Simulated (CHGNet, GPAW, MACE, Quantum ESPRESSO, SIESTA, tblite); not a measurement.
## SIESTA runs on random packing of Si18Te82 (at. %) (65 atoms)

Wanted: SIESTA inputs and outputs for random packing of Si18Te82 (at. %) (65 atoms), checked against a plane-wave reference.

Program: SIESTA 5.4.2. Level of theory: the method is named at each step. Results are calculated unless marked as measured.

**1. Set-up**

The cell holds 65 atoms: 12 Si and 53 Te. Cell: a = 12.970 Å, b = 12.970 Å, c = 12.970 Å, α = 90.0°, β = 90.0°, γ = 90.0°. 65 atoms (12 Si, 53 Te) packed at random in a cube at 5.4 g/cm³ and pushed apart as soft spheres; a start for melting by ab initio MD, not an equilibrated structure. Then every atom was moved at random, 0.02 Å r.m.s. a Cartesian component.

The yardstick, on the same geometry:

- method: Kohn-Sham DFT, PBE, SSSP efficiency 1.3.0 pseudopotentials, plane waves (Quantum ESPRESSO 7.5); sssp-pbe-1.3.0-efficiency, cutoffs 45/360 Ry, Γ point
- r.m.s. force component: 1.092 eV/Å
- longest force: 4.868 eV/Å
- pressure: 4.592 GPa
- time: 3.3 min on 4 MPI ranks of Arm Neoverse V1, shared host
- CPU time: 13 min

**2. PBE, DZP, shift 0.01 Ry, mesh 300 Ry**

Method: Kohn-Sham DFT, PBE, PseudoDojo 0.4.1 norm-conserving pseudopotentials (converted to PSML), numerical atomic orbitals (DZP), diagonalisation.

The .psml files are PseudoDojo norm-conserving potentials that we converted to this format, checked against plane waves on the same files for H, C, O, Si, Ge and Ca alone.

File input.fdf:

```
SystemLabel cell
NumberOfAtoms 65
NumberOfSpecies 2
%block ChemicalSpeciesLabel
  1 14 Si
  2 52 Te
%endblock ChemicalSpeciesLabel
LatticeConstant 1.0 Ang
%block LatticeVectors
  12.97040 0.00000 0.00000
  0.00000 12.97040 0.00000
  0.00000 0.00000 12.97040
%endblock LatticeVectors
PAO.BasisSize DZP
PAO.EnergyShift 0.01 Ry
XC.Functional GGA
XC.Authors PBE
MeshCutoff 300 Ry
%block kgrid_Monkhorst_Pack
  1 0 0 0.0
  0 1 0 0.0
  0 0 1 0.0
%endblock kgrid_Monkhorst_Pack
SolutionMethod diagon
OccupationFunction FD
ElectronicTemperature 580 K
SCF.Mixer.Method Pulay
SCF.Mixer.Weight 0.05
SCF.Mixer.History 8
SCF.Mix Hamiltonian
MaxSCFIterations 300
SCF.DM.Tolerance 1e-04
SCF.H.Tolerance 1.0e-3 eV
WriteForces T
Write.HirshfeldPop T
Write.VoronoiPop T
Write.DM F
Write.H F
XML.Write F
AtomicCoordinatesFormat Fractional
%block AtomicCoordinatesAndAtomicSpecies
  0.24060 0.93592 0.74246 1
  0.46912 0.07580 0.72868 1
  0.62131 0.00904 0.85992 1
  0.41480 0.12805 0.19725 1
  0.17971 0.50719 0.07542 1
  0.84333 0.29832 0.37809 1
  0.64426 0.44845 0.37655 1
  0.17090 0.69000 0.60018 1
  0.94544 0.63150 0.25936 1
  0.56546 0.83015 0.46326 1
  0.04639 0.28462 0.43995 1
  0.37375 0.77286 0.58319 1
  0.62435 0.03013 0.51957 2
  0.55086 0.55292 0.08220 2
  0.99660 0.81018 0.38921 2
  0.23672 0.06223 0.97473 2
  0.83519 0.14147 0.73659 2
  0.02698 0.03730 0.50513 2
  0.23861 0.23056 0.56033 2
  0.68905 0.53748 0.88888 2
  0.12357 0.84130 0.05287 2
  0.54004 0.39242 0.21096 2
  0.17571 0.90265 0.55395 2
  0.95261 0.52142 0.90298 2
  0.90776 0.93434 0.80738 2
  0.83524 0.52616 0.72359 2
  0.12607 0.39283 0.91007 2
  0.49827 0.65350 0.85171 2
  0.13431 0.53926 0.74319 2
  0.99881 0.50770 0.54449 2
  0.88758 0.11340 0.23734 2
  0.31738 0.23006 0.76385 2
  0.70194 0.96341 0.05077 2
  0.75827 0.94473 0.66720 2
  0.48091 0.28359 0.42787 2
  0.72077 0.41664 0.56001 2
  0.79311 0.74083 0.76641 2
  0.26073 0.87413 0.27094 2
  0.57476 0.81498 0.71465 2
  0.71718 0.67645 0.44276 2
  0.10684 0.24482 0.07306 2
  0.40677 0.72318 0.33808 2
  0.01253 0.95553 0.18688 2
  0.53688 0.85719 0.96804 2
  0.32796 0.06980 0.40348 2
  0.38155 0.46888 0.60599 2
  0.47167 0.10813 0.96225 2
  0.66447 0.02254 0.28064 2
  0.18899 0.38972 0.34571 2
  0.62482 0.60854 0.69745 2
  0.31607 0.59442 0.20223 2
  0.66680 0.20397 0.15562 2
  0.79167 0.44907 0.07630 2
  0.78192 0.78485 0.14506 2
  0.17737 0.14046 0.22719 2
  0.62238 0.35356 0.73600 2
[... 5 atom lines left out ...]
  0.90717 0.30745 0.83333 2
  0.34872 0.31438 0.01539 2
  0.10943 0.19538 0.76420 2
  0.69203 0.22554 0.95323 2
%endblock AtomicCoordinatesAndAtomicSpecies
```

Launch:

```sh
OMP_NUM_THREADS=1 siesta < input.fdf > output.txt
```

Output:

```text
Version         : 5.4.2
reinit: System Name:
reinit: System Label: cell
initatom: Reading input for the pseudopotentials and atomic orbitals ----------
Species number:   1 Atomic number:   14 Label: Si
Species number:   2 Atomic number:   52 Label: Te
Ground state valence configuration (from tables):   3s02  3p02  3d00  4f00
Ground state valence configuration (from tables):   5s02  5p04  5d00  4f00
---- Processing specs for species: Si
GGA--PBE XC_GGA_X_PBE--XC_GGA_C_PBE pb
---- Processing specs for species: Te
GGA--PBE XC_GGA_X_PBE--XC_GGA_C_PBE pb
Semicore shell(s) with 10 electrons included in the valence for Te
Semicore shell(s): 4d
Fallback to non-perturbative polarization scheme for Te
Please see the manual if this is not desired in principle
Si pseudopotential only contains V_ls up to l=2 -- lmxkb reset.
Te pseudopotential only contains V_ls up to l=2 -- lmxkb reset.
Using PAO.SplitTailNorm
%block ChemicalSpeciesLabel
    1   14 Si                      # Species index, atomic number, species label
    2   52 Te                      # Species index, atomic number, species label
%endblock ChemicalSpeciesLabel
%block PAO.Basis                 # Define Basis set
Si                    2                    # Species label, number of l-shells
 n=3   0   2                         # n, l, Nzeta
   5.392      3.847
   1.000      1.000
 n=3   1   2 P   1                   # n, l, Nzeta, Polarization, NzetaPol
   6.844      4.952
   1.000      1.000
Te                    4                    # Species label, number of l-shells
 n=5   0   2                         # n, l, Nzeta
   5.007      3.586
   1.000      1.000
 n=5   1   2                         # n, l, Nzeta
   6.342      4.603
   1.000      1.000
 n=4   2   1                         # n, l, Nzeta
   2.914
   1.000
 n=5   2   1                         # n, l, Nzeta
   6.342
   1.000
%endblock PAO.Basis
coor:   Atomic-coordinates input format  =     Fractional
siesta: System type = bulk
initatomlists: Number of atoms, orbitals, and projectors:     65  1110  1170
siesta: ******************** Simulation parameters ****************************
Total number of electrons:   896.000000
Total ionic charge:   896.000000
 Kpoints in:            1 . Kpoints trimmed:            1
siesta: k-grid: Number of k-points = 1
siesta: k-points from Monkhorst-Pack grid
siesta: k-cutoff (effective) =     6.485 Ang
siesta: k-point supercell and displacements
siesta: k-grid:     1     0     0      0.000
siesta: k-grid:     0     1     0      0.000
siesta: k-grid:     0     0     1      0.000
                     ====================================
                        Single-point calculation
                     ====================================
outcell: Unit cell vectors (Ang):
       12.970400    0.000000    0.000000
        0.000000   12.970400    0.000000
        0.000000    0.000000   12.970400
outcell: Cell vector modules (Ang)   :   12.970400   12.970400   12.970400
outcell: Cell angles (23,13,12) (deg):     90.0000     90.0000     90.0000
outcell: Cell volume (Ang**3)        :   2182.0269
Gamma-point calculation with multiply-connected orbital pairs
Gamma-point calculation with multiply-connected orbital pairs
Folding of H and S implicitly performed
Folding of H and S implicitly performed
new_DM -- step:     1
Initializing Density Matrix...
Attempting to read DM from file... Failed...
DM filled with atomic data:
InitMesh: MESH = 144 x 144 x 144 = 2985984
InitMesh: Mesh cutoff (required, used) =   300.000   340.659 Ry
stepf: Fermi-Dirac step function
        iscf     Eharris(eV)        E_KS(eV)     FreeEng(eV)     dDmax    Ef(eV) dHmax(eV)
   scf:    1  -152320.242697  -152439.495373  -152439.829917  0.869596 -3.169998 14.425074
   scf:    2  -152499.903231  -152479.913989  -152480.261499  0.192278 -3.197739  7.657480
   scf:    3  -152494.995299  -152489.050149  -152489.428260  0.085763 -3.234124  4.907052
   scf:    4  -152495.693710  -152493.687268  -152494.092326  0.098008 -3.302898  2.907692
   scf:    5  -152495.742616  -152494.845885  -152495.263257  0.053974 -3.354709  2.167822
   scf:    6  -152496.162147  -152495.701527  -152496.136348  0.084960 -3.439931  1.871295
[...]
scf:   21  -152496.328705  -152496.328699  -152496.770494  0.000057 -3.564529  0.001718
   scf:   22  -152496.328716  -152496.328707  -152496.770496  0.000074 -3.564480  0.001272
   scf:   23  -152496.328725  -152496.328716  -152496.770497  0.000058 -3.564460  0.000810
SCF Convergence by DM+H criterion
max |DM_out - DM_in|         :     0.0000582480
max |H_out - H_in|      (eV) :     0.0008097210
SCF cycle converged after 23 iterations
Using DM_out to compute the final energy and forces
siesta: E_KS(eV) =          -152496.3287
siesta: E_KS - E_eggbox =   -152496.3287
siesta: Atomic forces (eV/Ang):
     1    0.933194    0.052834    0.191988
     2   -0.146094   -0.342122    0.307858
     3    0.518005    0.695935   -1.238342
     4   -0.577907    0.194828    0.478544
     5    0.081300   -0.034676    0.004495
     6    0.401841    0.089583    0.155848
[...]
63   -0.101972    0.195181    0.333261
    64   -1.623076   -1.125426    0.120972
    65    0.482911    0.499846   -1.948200
----------------------------------------
   Tot    0.005887   -0.007746    0.002254
----------------------------------------
   Max    6.116391
   Res    1.437046    sqrt( Sum f_i^2 / 3N )
----------------------------------------
   Max    6.116391    constrained
Stress tensor Voigt[x,y,z,yz,xz,xy] (kbar):      -57.86      -55.81      -64.06        3.31       -6.29       -2.37
(Free)E + p*V (eV/cell)  -152416.0876
Target enthalpy (eV/cell)  -152496.7705
siesta: Program's energy decomposition (eV):
siesta: Ebs     =    -25056.060807
siesta: Eions   =    167219.706152
siesta: Ena     =      9756.471183
siesta: Ekin    =     82545.740228
siesta: Enl     =    -42173.265595
siesta: DEna    =       566.317032
siesta: DUscf   =        14.366281
siesta: Ex      =    -33914.442947
siesta: Ec      =     -2071.808746
siesta: Exc     =    -35986.251693
siesta: Eharris =   -152496.328725
siesta: Etot    =   -152496.328716
siesta: FreeEng =   -152496.770497
siesta: Final energy (eV):
siesta:  Band Struct. =  -25056.060807
siesta:       Kinetic =   82545.740228
siesta:       Hartree =   50771.329218
siesta:         Exch. =  -33914.442947
siesta:         Corr. =   -2071.808746
siesta:   Exch.-corr. =  -35986.251693
siesta:  Ion-electron = -186948.348054
siesta:       Ion-ion =  -62878.798415
siesta:         Total = -152496.328716
siesta:         Fermi =      -3.564460
siesta: Stress tensor (static) (eV/Ang**3):
siesta:    -0.036110   -0.001476   -0.003924
siesta:    -0.001476   -0.034835    0.002068
siesta:    -0.003924    0.002068   -0.039983
siesta: Cell volume =       2182.026944 Ang**3
siesta: Pressure (static):
siesta:                Solid            Molecule  Units
siesta:           0.00040272          0.00055470  Ry/Bohr**3
siesta:           0.03697611          0.05093011  eV/Ang**3
siesta:          59.24226177         81.59903515  kBar
    Orbital volume contribution        =          42.101015 eV
    (Free)E + p_basis*V_orbitals       =     -152454.669482 eV
    (Free)Eharris+ p_basis*V_orbitals  =     -152454.669491 eV
Hirshfeld Atomic Populations:
Atom #   charge [q] valence [e]  Species
     1    -0.041024    4.041024  Si
     2    -0.032332    4.032332  Si
     3    -0.077270    4.077270  Si
     4    -0.024782    4.024782  Si
     5    -0.045745    4.045745  Si
     6    -0.005093    4.005093  Si
[...]
13    -0.005144   16.005144  Te
    14    -0.031673   16.031673  Te
    15    -0.005260   16.005260  Te
    16     0.010043   15.989957  Te
    17    -0.038870   16.038870  Te
    18    -0.079765   16.079765  Te
[...]
--------------------
 Total    -0.000006
Voronoi Atomic Populations:
Atom #   charge [q] valence [e]  Species
[...]
10    -0.070765    4.070765  Si
    11    -0.030454    4.030454  Si
    12    -0.052340    4.052340  Si
[...]
63    -0.041171   16.041171  Te
    64     0.000426   15.999574  Te
    65     0.005775   15.994225  Te
--------------------
 Total    -0.000005
```

Run time: 5.1 min. Hardware: 1 thread of Arm Neoverse V1, shared host; peak memory 1.3 GiB.

Banners, paths, timers and routine set-up lines are dropped from the logs unmarked, and long logs keep their key lines alone; longer cuts are marked.

Compared with the plane-wave run:

```
r.m.s. force component                  : 1.437 eV/Å
r.m.s. difference of force components   : 385.8 meV/Å
longest difference of force vectors     : 1670 meV/Å
force difference over r.m.s. force      : 35.33 %
slope of forces against the reference's : 1.304
correlation of force components         : 0.9905
pressure                                : 5.924 GPa
pressure difference                     : 1.333 GPa
```

This run lies far from the reference in forces at the same functional. Basis and potentials both differ; the latter hold 896 valence electrons against the reference's 366.

Length of the force difference by element (eV/Å):

```csv
element,atoms,mean,most
Si,12,0.21,0.43
Te,53,0.63,1.7
```

Local excerpt of 10 atoms (numbers count through the whole input) about Te16, picked at random; x, y, z are measured from there.

```csv
atom,x,y,z,distance (Å),bonds,Hirshfeld charge (e),Fx,Fy,Fz (eV/Å)
Te16,0.00,0.00,0.00,0.00,1,0.01,-0.84,1.11,-0.39
Te60,1.27,-2.36,0.58,2.74,3,0.01,-0.40,-1.59,-0.19
Te47,3.05,0.60,-0.16,3.11,1,-0.01,-0.12,0.73,-0.24
Te41,-1.68,2.37,1.28,3.17,2,-0.03,-2.26,0.69,-1.58
Te21,-1.47,-2.87,1.01,3.38,3,0.03,-0.29,-0.92,-0.49
Si1,0.05,-1.64,-3.01,3.43,1,-0.04,0.93,0.05,0.19
Te55,-0.77,1.01,3.27,3.51,1,0.02,2.31,-1.14,2.74
Te63,1.45,3.27,0.53,3.62,0,-0.04,-0.10,0.20,0.33
Te64,-1.65,1.73,-2.73,3.63,1,0.00,-1.62,-1.13,0.12
Te32,1.05,2.18,-2.74,3.65,3,0.07,2.57,0.38,0.70
```

Forces lie 35 % from the reference's, at 0.38 times its CPU time (on 1 against 4 cores).

The difference per atom is largest on Te (0.63 eV/Å on average, against 0.21 on Si).

**3. PBE, SZP, shift 0.01 Ry, mesh 300 Ry**

Method: Kohn-Sham DFT, PBE, PseudoDojo 0.4.1 norm-conserving pseudopotentials (converted to PSML), numerical atomic orbitals (SZP), diagonalisation.

Edit input.fdf of step 2 so:

```diff
@@ -13,3 +13,3 @@
 %endblock LatticeVectors
-PAO.BasisSize DZP
+PAO.BasisSize SZP
 PAO.EnergyShift 0.01 Ry
```

Output:

```text
Version         : 5.4.2
reinit: System Name:
reinit: System Label: cell
initatom: Reading input for the pseudopotentials and atomic orbitals ----------
Species number:   1 Atomic number:   14 Label: Si
Species number:   2 Atomic number:   52 Label: Te
Ground state valence configuration (from tables):   3s02  3p02  3d00  4f00
Ground state valence configuration (from tables):   5s02  5p04  5d00  4f00
---- Processing specs for species: Si
GGA--PBE XC_GGA_X_PBE--XC_GGA_C_PBE pb
---- Processing specs for species: Te
GGA--PBE XC_GGA_X_PBE--XC_GGA_C_PBE pb
[... lines left out ...]
stepf: Fermi-Dirac step function
        iscf     Eharris(eV)        E_KS(eV)     FreeEng(eV)     dDmax    Ef(eV) dHmax(eV)
[... lines left out ...]
SCF Convergence by DM+H criterion
[... lines left out ...]
SCF cycle converged after 22 iterations
[... lines left out ...]
   Max    6.902159
[... lines left out ...]
   Max    6.902159    constrained
Stress tensor Voigt[x,y,z,yz,xz,xy] (kbar):      -69.33      -66.19      -77.15        3.82       -7.94       -2.36
[... lines left out ...]
siesta: FreeEng =   -152485.390252
[... lines left out ...]
siesta:       Ion-ion =  -62878.798415
siesta:         Total = -152484.942107
siesta:         Fermi =      -3.570750
siesta: Stress tensor (static) (eV/Ang**3):
siesta:    -0.043273   -0.001474   -0.004959
siesta:    -0.001474   -0.041312    0.002383
siesta:    -0.004959    0.002383   -0.048155
siesta: Cell volume =       2182.026944 Ang**3
siesta: Pressure (static):
siesta:                Solid            Molecule  Units
siesta:           0.00048191          0.00066359  Ry/Bohr**3
siesta:           0.04424650          0.06092847  eV/Ang**3
siesta:          70.89070655         97.61817113  kBar
    Orbital volume contribution        =          34.544300 eV
    (Free)E + p_basis*V_orbitals       =     -152450.845952 eV
    (Free)Eharris+ p_basis*V_orbitals  =     -152450.845960 eV
Hirshfeld Atomic Populations:
Atom #   charge [q] valence [e]  Species
     1    -0.034905    4.034905  Si
     2    -0.031558    4.031558  Si
     3    -0.072524    4.072524  Si
[...]
13    -0.007875   16.007875  Te
    14    -0.032065   16.032065  Te
    15    -0.002997   16.002997  Te
[...]
--------------------
 Total    -0.000006
Voronoi Atomic Populations:
Atom #   charge [q] valence [e]  Species
[...]
11    -0.037984    4.037984  Si
    12    -0.057599    4.057599  Si
[...]
64     0.003135   15.996865  Te
    65     0.004221   15.995779  Te
--------------------
 Total    -0.000006
```

Wall time 4 min (1 thread); peak memory 1.2 GiB.

Numbers from this run, and their distance from the reference:

```
r.m.s. force component                  : 1.638 eV/Å
r.m.s. difference of force components   : 621.8 meV/Å
longest difference of force vectors     : 2534 meV/Å
force difference over r.m.s. force      : 56.95 %
slope of forces against the reference's : 1.463
correlation of force components         : 0.9752
pressure                                : 7.089 GPa
pressure difference                     : 2.497 GPa
```

This is a coarse setting, run to see what it loses.

Against the first run (35 %), the force difference from the reference is 57 %, at 0.79 times the CPU time, with 850 basis functions against 1110: the smaller basis costs accuracy.

**4. PBE, DZP, shift 0.04 Ry, mesh 300 Ry**

Method: Kohn-Sham DFT, PBE, PseudoDojo 0.4.1 norm-conserving pseudopotentials (converted to PSML), numerical atomic orbitals (DZP), diagonalisation.

Edit input.fdf of step 3 so:

```diff
@@ -13,4 +13,4 @@
 %endblock LatticeVectors
-PAO.BasisSize SZP
-PAO.EnergyShift 0.01 Ry
+PAO.BasisSize DZP
+PAO.EnergyShift 0.04 Ry
 XC.Functional GGA
```

Output:

```text
Version         : 5.4.2
reinit: System Name:
reinit: System Label: cell
initatom: Reading input for the pseudopotentials and atomic orbitals ----------
Species number:   1 Atomic number:   14 Label: Si
Species number:   2 Atomic number:   52 Label: Te
Ground state valence configuration (from tables):   3s02  3p02  3d00  4f00
Ground state valence configuration (from tables):   5s02  5p04  5d00  4f00
---- Processing specs for species: Si
GGA--PBE XC_GGA_X_PBE--XC_GGA_C_PBE pb
---- Processing specs for species: Te
GGA--PBE XC_GGA_X_PBE--XC_GGA_C_PBE pb
[... lines left out ...]
stepf: Fermi-Dirac step function
        iscf     Eharris(eV)        E_KS(eV)     FreeEng(eV)     dDmax    Ef(eV) dHmax(eV)
[... lines left out ...]
SCF Convergence by DM+H criterion
[... lines left out ...]
SCF cycle converged after 23 iterations
[... lines left out ...]
   Max    5.443480
[... lines left out ...]
   Max    5.443480    constrained
Stress tensor Voigt[x,y,z,yz,xz,xy] (kbar):       52.36       58.34       43.40        3.21       -5.06       -2.90
[... lines left out ...]
siesta: FreeEng =   -152307.756477
[... lines left out ...]
siesta:       Ion-ion =  -63933.716180
siesta:         Total = -152307.313851
siesta:         Fermi =      -1.879320
siesta: Stress tensor (static) (eV/Ang**3):
siesta:     0.032682   -0.001812   -0.003156
siesta:    -0.001812    0.036411    0.002001
siesta:    -0.003156    0.002001    0.027090
siesta: Cell volume =       2182.026944 Ang**3
siesta: Pressure (static):
siesta:                Solid            Molecule  Units
siesta:          -0.00034919         -0.00020193  Ry/Bohr**3
siesta:          -0.03206114         -0.01854027  eV/Ang**3
siesta:         -51.36761383        -29.70478286  kBar
    Orbital volume contribution        =          24.950994 eV
    (Free)E + p_basis*V_orbitals       =     -152282.805482 eV
    (Free)Eharris+ p_basis*V_orbitals  =     -152282.805491 eV
Hirshfeld Atomic Populations:
Atom #   charge [q] valence [e]  Species
     1    -0.066332    4.066332  Si
     2    -0.067424    4.067424  Si
     3    -0.109523    4.109523  Si
[...]
13     0.008873   15.991127  Te
    14    -0.032657   16.032657  Te
    15     0.014180   15.985820  Te
[...]
--------------------
 Total     0.000097
Voronoi Atomic Populations:
Atom #   charge [q] valence [e]  Species
[...]
11    -0.081737    4.081737  Si
    12    -0.087350    4.087350  Si
[...]
64    -0.001239   16.001239  Te
    65     0.014505   15.985495  Te
--------------------
 Total     0.000097
```

Wall time 3.2 min (1 thread); peak memory 0.98 GiB.

Against the reference:

```
r.m.s. force component                  : 1.271 eV/Å
r.m.s. difference of force components   : 242.8 meV/Å
longest difference of force vectors     : 927.4 meV/Å
force difference over r.m.s. force      : 22.23 %
slope of forces against the reference's : 1.152
correlation of force components         : 0.9903
pressure                                : -5.137 GPa
pressure difference                     : -9.728 GPa
```

This is a coarse setting, run to see what it loses.

Against the first run (35 %), the force difference from the reference is 22 %, at 0.63 times the CPU time: tighter orbitals come nearer here, likely by a cancellation of errors.

(Part 1 of 2 ends here.)

[Also dropped from logs without a mark: logging warnings of Python, and SIESTA's first energy breakdown and zero terms.]

[Logs are printed without paths, hosts, clocks, repeated set-up lines and the standing remarks that a program may print on its own settings, such as how far it seeks lower states.]

[Hosts, paths, dates, database ids (printed as entryN), source tags and the programs' standing remarks are cut or masked in the printed files.]
